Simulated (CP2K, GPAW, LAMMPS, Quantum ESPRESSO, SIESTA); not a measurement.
# GPAW runs on amorphous carbon (220 atoms)

How do the settings of GPAW change the result for amorphous carbon (220 atoms)? A plane-wave run serves as the yardstick.

Main program and level: GPAW 26.7.0; the method is named at each step.

## 1. The starting structure

The cell holds 220 atoms: 220 C. Its edges and angles: a = 11.455 Å, b = 11.455 Å, c = 11.455 Å, α = 90.0°, β = 90.0°, γ = 90.0°. 220 atoms (220 C) placed at random at 2.92 g/cm³, melted at 6000 K for 10 ps at fixed volume with the Tersoff potential (Tersoff, Phys. Rev. B 39, 5566 (1989)). Quenched from 6000 K to 300 K at 100 K/ps and fixed volume, held 5 ps, then minimised at fixed cell.

The yardstick, on the same geometry:

| Item | Value |
| --- | --- |
| method | Kohn-Sham DFT, PBE, SSSP efficiency 1.3.0 pseudopotentials, plane waves (Quantum ESPRESSO 7.5); sssp-pbe-1.3.0-efficiency, cutoffs 45/360 Ry, Γ point |
| r.m.s. force component | 1.247 eV/Å |
| longest force | 4.825 eV/Å |
| pressure | -1.802 GPa |
| time | 5.1 min on 4 MPI ranks of Arm Neoverse V1, shared host |
| CPU time | 20 min |

## 2. PBE, LCAO dzp, h 0.2 Å

Method: Kohn-Sham DFT, PBE, PAW, atomic orbitals (dzp).

run.py reads:

```python
import numpy as np
from ase.io import read
from gpaw import GPAW, FermiDirac
from ase.parallel import parprint as print

atoms = read("structure.xyz")
atoms.calc = GPAW(
    mode="lcao",
    basis="dzp",
    h=0.2,
    xc="PBE",
    kpts={"size": (1, 1, 1), "gamma": True},
    occupations=FermiDirac(0.05),
    maxiter=200,
    symmetry={"point_group": False},
    txt="gpaw.txt",
)
energy = atoms.get_potential_energy(force_consistent=True)
forces = atoms.get_forces()
print(f"energy {energy:.6f} eV")
print("forces (eV/A)")
for i, (a, f) in enumerate(zip(atoms, forces)):
    print(f"{i:4d} {a.symbol:2s} {f[0]:10.5f} {f[1]:10.5f} {f[2]:10.5f}")
print(f"Fermi level {atoms.calc.get_fermi_level():.4f} eV")
for k in range(len(atoms.calc.get_ibz_k_points())):
    for s in range(atoms.calc.get_number_of_spins()):
        e = atoms.calc.get_eigenvalues(kpt=k, spin=s)
        n = np.searchsorted(e, atoms.calc.get_fermi_level())
        print(f"k {k} spin {s} levels about the Fermi level:", np.round(e[max(n - 6, 0):n], 4).tolist(), "|", np.round(e[n:n + 6], 4).tolist())
```

structure.xyz reads:

```xyz
220
Lattice="11.45530 0.00000 0.00000 0.00000 11.45530 0.00000 0.00000 0.00000 11.45530" Properties=species:S:1:pos:R:3 pbc="T T T"
C 1.04999 8.28149 8.37841
C 9.20376 3.52102 7.71709
C 7.40734 0.25167 11.13203
C 8.75551 8.64405 1.83365
C 11.23914 2.47274 10.94439
C 6.65862 6.00842 4.36264
C 10.71850 11.33811 5.87611
C 4.62714 8.64176 11.16216
C 0.96259 9.39484 9.45349
C 1.84316 3.48951 0.37894
C 2.03538 2.61456 9.60802
C 2.25165 8.96549 5.57255
C 1.15435 6.95967 10.26716
C 2.41088 2.71135 3.96537
C 5.12464 0.38925 4.33285
C 11.13719 10.16360 9.91926
C 8.49456 6.21725 5.98734
C 0.28810 2.91526 1.92896
C 7.41983 1.63433 4.64776
C 10.19831 9.92991 5.76098
C 2.31111 5.53085 4.18233
C 10.00139 3.66650 6.50420
C 8.49479 0.59991 4.91272
C 5.67759 3.76513 3.98381
C 5.87611 2.64915 3.02374
C 10.26635 7.52441 6.38725
C 0.61332 5.73189 10.78940
C 1.79253 0.24090 9.56632
C 3.11011 5.59133 0.44126
C 7.16999 8.47578 3.86834
C 7.71961 1.19353 0.97622
C 2.42829 10.55411 3.69411
C 5.42638 4.88317 6.30042
C 1.96275 10.92446 8.34381
C 9.97069 10.21744 8.96950
C 10.53544 8.87568 6.90697
C 7.08510 10.03748 4.01726
C 10.45227 7.21512 10.01480
C 9.91113 10.48458 3.26270
C 8.60660 5.61287 10.71059
C 3.53270 8.99058 8.26557
C 8.32915 7.86590 3.06693
C 2.87826 5.34642 6.89838
C 0.67506 4.52702 9.98627
C 5.09898 2.79269 10.81277
C 7.76727 10.75068 2.75030
C 5.92331 8.22525 0.26908
C 3.20336 3.54438 3.07678
C 4.95041 9.03926 7.72408
C 8.28401 9.19116 10.90774
C 10.79525 4.93861 4.62336
C 5.80222 6.70502 9.81983
C 1.57006 0.48616 5.84163
C 7.12543 0.58594 2.26941
C 4.65417 0.87347 1.87031
C 9.71776 3.96697 0.93315
[... 160 atom lines left out ...]
C 2.57435 7.36725 10.23955
C 9.38166 6.30649 9.63391
C 7.18259 2.94367 5.44677
C 4.62565 9.86668 10.27861
```

Run with:

```sh
$ OMP_NUM_THREADS=1 mpirun -np 4 gpaw python run.py > output.txt
```

The program printed:

```text
energy -1763.332537 eV
forces (eV/A)
   0 C    -0.02771    1.28807    0.54652
   1 C     0.30473   -0.78909    0.28328
   2 C     0.14010    0.32078   -0.11558
   3 C     0.49604   -1.51386   -0.58326
   4 C    -0.88350   -0.14700    1.00849
   5 C     0.75037   -0.80338    0.39180
   6 C    -2.03815   -0.73129   -0.87135
   7 C    -2.74558   -1.12725    0.12144
   8 C    -1.13896   -2.04919   -0.74193
   9 C     0.47037    0.27538   -0.14900
  10 C     2.04535    1.22457   -1.49940
  11 C    -0.75188   -0.77055   -0.44951
  12 C     2.76796   -0.11509   -0.65413
  13 C     2.34100    0.48380    0.33016
  14 C    -1.30659    0.09291    2.84428
  15 C     2.09981    0.53432    0.32977
  16 C    -0.94808   -1.05134    0.15096
  17 C     0.62050    0.51766   -1.27690
  18 C    -0.24566    0.89215   -0.69602
  19 C    -0.92582   -1.80831   -1.59255
  20 C     0.55452    0.73855   -0.78053
  21 C     1.38955    1.83287   -1.49265
  22 C     0.11003    0.17811   -0.02607
  23 C    -0.02669   -1.43889   -1.05397
[...]
212 C     1.05378    1.10209   -0.70862
 213 C     0.24164    1.74337   -0.84879
 214 C     0.47063    0.35019   -0.11178
 215 C     0.36766   -0.19977    1.01518
 216 C    -0.94171    0.35316    2.15105
 217 C    -0.58171    0.07650    0.11191
 218 C     1.55194    0.62648   -2.02340
 219 C     0.93040   -1.51888   -1.39025
Fermi level 9.7664 eV
k 0 spin 0 levels about the Fermi level: [9.507, 9.5154, 9.5863, 9.6024, 9.6417, 9.7194] | [9.7667, 9.8013, 9.8132, 9.8508, 9.8853, 9.9077]
```

gpaw.txt:

```text
Input parameters:
  mode=LCAO(),
  basis={'default': 'dzp'},
  h=0.2,
  kpts=MonkhorstPack(size=(1, 1, 1), gamma=True),
  maxiter=200,
  occupations=Occupations(name='fermi-dirac', width=0.05, fixmagmom=False),
  symmetry=Symmetry(point_group=False),
  xc=XC(name='PBE')
Unit cell  # Å
| periodic |         x |         y |         z |   lengths |    angles |
|----------|-----------|-----------|-----------|-----------|-----------|
|      yes | 11.455300 |  0.000000 |  0.000000 | 11.455300 | 90.000000 |
|      yes |  0.000000 | 11.455300 |  0.000000 | 11.455300 | 90.000000 |
|      yes |  0.000000 |  0.000000 | 11.455300 | 11.455300 | 90.000000 |
Number of symmetries: 1
Symmetry operations  # r_c * U_cc + t_c -> r_c
|   | kind |            matrix            |
|---|------|------------------------------|
| 0 |  E   |  1, 0, 0,  0, 1, 0,  0, 0, 1 |
BZ-sampling:
  Number of BZ points: 1
  Number of IBZ points: 1
  Monkhorst-Pack size: [1, 1, 1]
  Monkhorst-Pack shift: [0, 0, 0]
[... lines left out ...]
      Number of RI-basis functions 0
Reference energy: -226078.185405  # eV
eigensolver:
density mixing:
  MSR1-Mixer
occupation numbers:
  Fermi-Dirac:
    width: 0.0500  # eV
FastPoissonSolver using
    Stencil: 6*3+1=19 point O(h^6) finite-difference Laplacian
xc functional:
  name: PBE with 2 nearest neighbor stencil
interpolation: tri-quintic # 5. degree polynomial
Initialization done in: 6.211 s
convergence criteria:
- Maximum [total energy] change in last 3 cyles: 0.0005 eV / valence electron
- Maximum integral of absolute [dens]ity change: 0.0001 electrons / valence electron
- Maximum integral of absolute [eigenst]ate change: 4e-08 eV^2 / valence electron
maximum number of iterations: 200
SCF iterations
|iter     |      energy | eigst |  dens |
|---------|-------------|-------|-------|
|iter:   1|-1784.539290 |      c|       |
|iter:   2|-1780.141008 |      c| -0.95 |
|iter:   3|-2032.481845 |      c| -0.98 |
|iter:   4|-1903.868786 |      c| -0.84 |
[...]
|iter:  12|-1763.750038c|      c| -2.08 |
|iter:  13|-1763.282701 |      c| -2.07 |
|iter:  14|-1763.163743 |      c| -2.34 |
|iter:  15|-1763.144187c|      c| -2.59 |
|iter:  16|-1763.123799c|      c| -2.77 |
[...]
|iter:  22|-1763.120287c|      c| -3.58 |
|iter:  23|-1763.120362c|      c| -3.93 |
|iter:  24|-1763.120377c|      c| -4.03c|
Converged in 24 steps
SCF loop duration: 546.620 s (22.776 s/step)
Energy contributions relative to reference atoms: (reference = -226078.185405)
Energy contributions:
  Kinetic:        1322.049682
  Coulomb:       -1258.559121
  Zero:             28.909168
  External:          0.000000
  Xc:            -1855.307946
  Entropy:          -0.424320
  Spinorbit:         0.000000
  ----------------------------
  Free energy:   -1763.332537
  Extrapolated:  -1763.120377
dipole moment: (22.518999, -134.884171, 13.355558)  # |e|*Ang
Fermi level: 9.766
Eigenvalues  # (at kpt = [0.000, 0.000, 0.000])
| band index |      eig [eV] | occ [0-2] |
|------------|---------------|-----------|
|          0 |       -11.501 |     2.000 |
|        ... |               |           |
|        431 |         9.377 |     1.999 |
|        432 |         9.417 |     1.998 |
[...]
|        446 |        10.009 |     0.015 |
|        ... |               |           |
|        531 |        15.456 |     0.000 |
Gap: 0.047 eV
Transition (v -> c):
  (s=0, k=0, n=438, [0.00, 0.00, 0.00]) -> (s=0, k=0, n=439, [0.00, 0.00, 0.00])
No difference between direct/indirect transitions
Force computation time: 36.460  # s
```

The job ended after 9.9 min (4 MPI ranks of Arm Neoverse V1, shared host; peak memory 5.2 GiB; 39 min of CPU time).

Banners, paths, timers and routine set-up lines are dropped from the logs unmarked, and long logs keep their key lines alone; longer cuts are marked.

Compared with the plane-wave run:

```yaml
r_m_s_force_component: 1.242 eV/Å
r_m_s_difference_of_force_components: 115 meV/Å
longest_difference_of_force_vectors: 460.3 meV/Å
force_difference_over_r_m_s_force: 9.224 %
slope_of_forces_against_the_reference_s: 0.9918
correlation_of_force_components: 0.9957
```

The surroundings of C90, which bears the longest force, nearest first, numbered as they follow in the input and with coordinates relative to it.

```csv
atom,x,y,z,distance (Å),bonds,Fx,Fy,Fz (eV/Å)
C90,0.00,0.00,0.00,0.00,3,0.87,3.54,-3.26
C87,-1.31,-0.53,0.29,1.45,3,-1.59,-1.73,0.57
C191,0.11,0.96,-1.12,1.48,3,0.11,-1.17,3.83
C5,1.11,-0.22,1.00,1.51,4,-0.88,-0.15,1.01
C82,-0.51,-1.54,-1.78,2.41,3,1.68,-0.06,-2.02
C117,0.70,0.35,2.34,2.47,3,-1.02,0.65,0.32
C151,-2.29,0.34,0.90,2.48,3,2.17,0.12,-1.98
C131,1.26,-1.73,1.37,2.54,4,-0.47,-1.37,0.18
C2,-0.93,0.82,-2.22,2.55,4,0.30,-0.79,0.28
```

Atoms are counted from 1 here, from 0 in the log.

Forces lie 9.2 % from the reference's, at 1.9 times its CPU time.

## 3. PBE, LCAO dzp, h 0.2 Å, other mixer settings

Method: Kohn-Sham DFT, PBE, PAW, atomic orbitals (dzp).

run.py: that of step 2 with these lines changed.

```diff
@@ -2,3 +2,3 @@
 from ase.io import read
-from gpaw import GPAW, FermiDirac
+from gpaw import GPAW, FermiDirac, Mixer
 from ase.parallel import parprint as print
@@ -13,2 +13,3 @@
     occupations=FermiDirac(0.05),
+    mixer=Mixer(0.03, 7, 100),
     maxiter=200,
```

structure.xyz is that of step 2.

The program printed:

```text
energy -1763.332495 eV
forces (eV/A)
   0 C    -0.02796    1.28764    0.54666
   1 C     0.30470   -0.78895    0.28207
   2 C     0.14089    0.32152   -0.11469
   3 C     0.50122   -1.51427   -0.58033
   4 C    -0.88282   -0.14665    1.00677
   5 C     0.75337   -0.80058    0.38921
[...]
217 C    -0.57790    0.07312    0.10939
 218 C     1.55510    0.62552   -2.01914
 219 C     0.93026   -1.51982   -1.39113
Fermi level 9.7665 eV
k 0 spin 0 levels about the Fermi level: [9.5069, 9.5157, 9.5864, 9.6028, 9.6419, 9.7195] | [9.7667, 9.8013, 9.8134, 9.8507, 9.8854, 9.908]
```

gpaw.txt:

```text
Input parameters:
  mode=LCAO(),
  basis={'default': 'dzp'},
  h=0.2,
  kpts=MonkhorstPack(size=(1, 1, 1), gamma=True),
  maxiter=200,
[... lines left out ...]
  occupations=Occupations(name='fermi-dirac', width=0.05, fixmagmom=False),
[... lines left out ...]
  Fermi-Dirac:
[... lines left out ...]
convergence criteria:
- Maximum [total energy] change in last 3 cyles: 0.0005 eV / valence electron
[... lines left out ...]
Converged in 29 steps
[... lines left out ...]
  Free energy:   -1763.332495
[... lines left out ...]
Fermi level: 9.766
[... lines left out ...]
|        ... |               |           |
|        431 |         9.377 |     1.999 |
|        432 |         9.418 |     1.998 |
[...]
|        446 |        10.009 |     0.016 |
|        ... |               |           |
|        531 |        15.457 |     0.000 |
Gap: 0.047 eV
Transition (v -> c):
  (s=0, k=0, n=438, [0.00, 0.00, 0.00]) -> (s=0, k=0, n=439, [0.00, 0.00, 0.00])
No difference between direct/indirect transitions
Force computation time: 32.878  # s
```

Run time: 12 min. Hardware: 4 MPI ranks; peak memory 5.2 GiB.

Against the reference:

* r.m.s. force component: 1.242 eV/Å
* r.m.s. difference of force components: 115.2 meV/Å
* longest difference of force vectors: 443.7 meV/Å
* force difference over r.m.s. force: 9.238 %
* slope of forces against the reference's: 0.992
* correlation of force components: 0.9957
* energy less the same-level run's: 0.0002 meV/atom
* r.m.s. force difference from the same-level run: 2.616 meV/Å

Against the first run (9.2 %), the force difference from the reference is 9.2 %, at 1.2 times the CPU time: another solver or mixer reaches the same state.

## 4. PBE, LCAO szp(dzp), h 0.2 Å

Method: Kohn-Sham DFT, PBE, PAW, atomic orbitals (szp(dzp)).

run.py: that of step 3 with these lines changed.

```diff
@@ -2,3 +2,3 @@
 from ase.io import read
-from gpaw import GPAW, FermiDirac, Mixer
+from gpaw import GPAW, FermiDirac
 from ase.parallel import parprint as print
@@ -8,3 +8,3 @@
     mode="lcao",
-    basis="dzp",
+    basis="szp(dzp)",
     h=0.2,
@@ -13,3 +13,2 @@
     occupations=FermiDirac(0.05),
-    mixer=Mixer(0.03, 7, 100),
     maxiter=200,
```

structure.xyz is that of step 3.

The program printed:

```text
energy -1638.496385 eV
forces (eV/A)
   0 C     0.29789    1.16660    0.58710
   1 C     0.30557   -0.72623    0.44671
   2 C     0.14770    0.36171    0.06458
   3 C     0.49744   -1.66672   -0.69144
   4 C    -0.66793   -0.19911    0.98685
   5 C     0.81452   -0.58062    0.41489
   6 C    -2.32529   -0.64300   -1.21969
   7 C    -2.95370   -1.12346    0.14873
   8 C    -1.32484   -2.26263   -0.81114
   9 C     0.03993    0.18596   -0.08823
  10 C     2.02105    1.32267   -1.35153
  11 C    -0.91793   -0.52892   -0.37081
[...]
215 C    -0.00455   -0.54764    1.08795
 216 C    -0.96582    0.78082    2.34883
 217 C    -0.13169   -0.48484    0.14664
 218 C     1.85023    0.21345   -1.16147
 219 C     1.29105   -1.54182   -1.23658
Fermi level 9.3077 eV
k 0 spin 0 levels about the Fermi level: [9.0412, 9.0592, 9.1315, 9.1467, 9.1905, 9.2655] | [9.313, 9.3372, 9.3554, 9.3811, 9.4322, 9.4447]
```

gpaw.txt:

```text
Input parameters:
  mode=LCAO(),
  basis={'default': 'szp(dzp)'},
  h=0.2,
  kpts=MonkhorstPack(size=(1, 1, 1), gamma=True),
  maxiter=200,
  occupations=Occupations(name='fermi-dirac', width=0.05, fixmagmom=False),
  symmetry=Symmetry(point_group=False),
  xc=XC(name='PBE')
[... lines left out ...]
  Fermi-Dirac:
[... lines left out ...]
convergence criteria:
- Maximum [total energy] change in last 3 cyles: 0.0005 eV / valence electron
[... lines left out ...]
Converged in 23 steps
[... lines left out ...]
  Free energy:   -1638.496385
[... lines left out ...]
dipole moment: (20.285630, -137.175645, 13.567385)  # |e|*Ang
Fermi level: 9.308
Eigenvalues  # (at kpt = [0.000, 0.000, 0.000])
| band index |      eig [eV] | occ [0-2] |
|------------|---------------|-----------|
|          0 |       -11.918 |     2.000 |
|        ... |               |           |
|        431 |         8.926 |     1.999 |
|        432 |         8.967 |     1.998 |
[...]
|        446 |         9.525 |     0.025 |
|        ... |               |           |
|        531 |        15.042 |     0.000 |
Gap: 0.047 eV
Transition (v -> c):
  (s=0, k=0, n=438, [0.00, 0.00, 0.00]) -> (s=0, k=0, n=439, [0.00, 0.00, 0.00])
No difference between direct/indirect transitions
Force computation time: 26.587  # s
```

Run time: 5.2 min. Hardware: 4 MPI ranks; peak memory 3.4 GiB.

Against the reference:

- r.m.s. force component: 1.295 eV/Å
- r.m.s. difference of force components: 371.4 meV/Å
- longest difference of force vectors: 1570 meV/Å
- force difference over r.m.s. force: 29.79 %
- slope of forces against the reference's: 0.9948
- correlation of force components: 0.958

This is a coarse setting, run to see what it loses.

Against the first run (9.2 %), the force difference from the reference is 30 %, at 0.53 times the CPU time, with 1980 basis functions against 2860: the smaller basis costs accuracy.

## 5. The ladder

Differences are against the plane-wave reference, forces as r.m.s. over components; share is that over the reference's r.m.s. force, slope the least-squares factor from reference forces to these. Total energies of different programs have different zeros and aren't compared.

```csv
run,"Δ force, r.m.s. (meV/Å)",share (%),slope,cores,CPU time,memory (GiB)
reference,-,-,-,4,20 min,7.6
"GPAW PBE, LCAO dzp, h 0.2 Å",115,9.22,0.992,4,39 min,5.2
"GPAW PBE, LCAO dzp, h 0.2 Å, other mixer settings",115,9.24,0.992,4,46 min,5.2
"GPAW PBE, LCAO szp(dzp), h 0.2 Å (coarse)",371,29.8,0.995,4,21 min,3.4
```

Rows marked coarse were listed beforehand as settings not expected to be converged; some can still land near the reference.

CPU time is summed over cores on a shared host, where runs went side by side, so it is rough. Symmetry, cutoffs, thresholds, outputs and thread counts weren't matched or tuned between programs; memory under MPI is the largest rank's times the ranks.

Within one program, basis, potentials and functional, energies share a zero. Each run against its twin at the usual cutoff or grid and solver:

```csv
run,twin,Δ energy (meV/atom),"Δ force, r.m.s. (meV/Å)",CPU time over the twin's
"GPAW PBE, LCAO dzp, h 0.2 Å, other mixer settings","LCAO dzp, h 0.2 Å",2.0e-4,2.62,1.2
```

## 6. Outcome

```
nearest in forces : a tie at 9.2 % of 2 runs: GPAW PBE, LCAO dzp, h 0.2 Å; GPAW PBE, LCAO dzp, h 0.2 Å, other mixer settings
```

In words: The PBE runs in local orbitals, coarse settings apart, differ by 9.2 % in each run; basis, grid and potentials can all enter. Runs with settings chosen to be coarse differ by 30 % (GPAW PBE, LCAO szp(dzp), h 0.2 Å), their programs' other errors included. None of the electronic-structure runs in the table takes under half the reference's CPU time of 20 min; they take 1.0 to 2.3 times as much. The quench rate of 100 K/ps is many orders above laboratory rates, so the cell is likely richer in defects and strain than a real sample. The network of bonds at the start is that of the classical potential that made the cell, and needn't be the one that DFT or experiment would give. The reference's stress is far from hydrostatic: its diagonal is 2.5, -5.4, -2.6 GPa, compression counted positive. The reference's pressure of -1.8 GPa belongs to a cell and atoms that aren't relaxed at this level. The electronic-structure runs sample only Γ, in a cell whose shortest periodic width is 11 Å, which is coarse for a cell with partly filled levels.

[Also dropped from logs without a mark: logging warnings of Python, and SIESTA's first energy breakdown and zero terms.]

[Logs are printed without paths, hosts, clocks, repeated set-up lines and the standing remarks that a program may print on its own settings, such as how far it seeks lower states.]

[Hosts, paths, dates, database ids (printed as entryN), source tags and the programs' standing remarks are cut or masked in the printed files.]
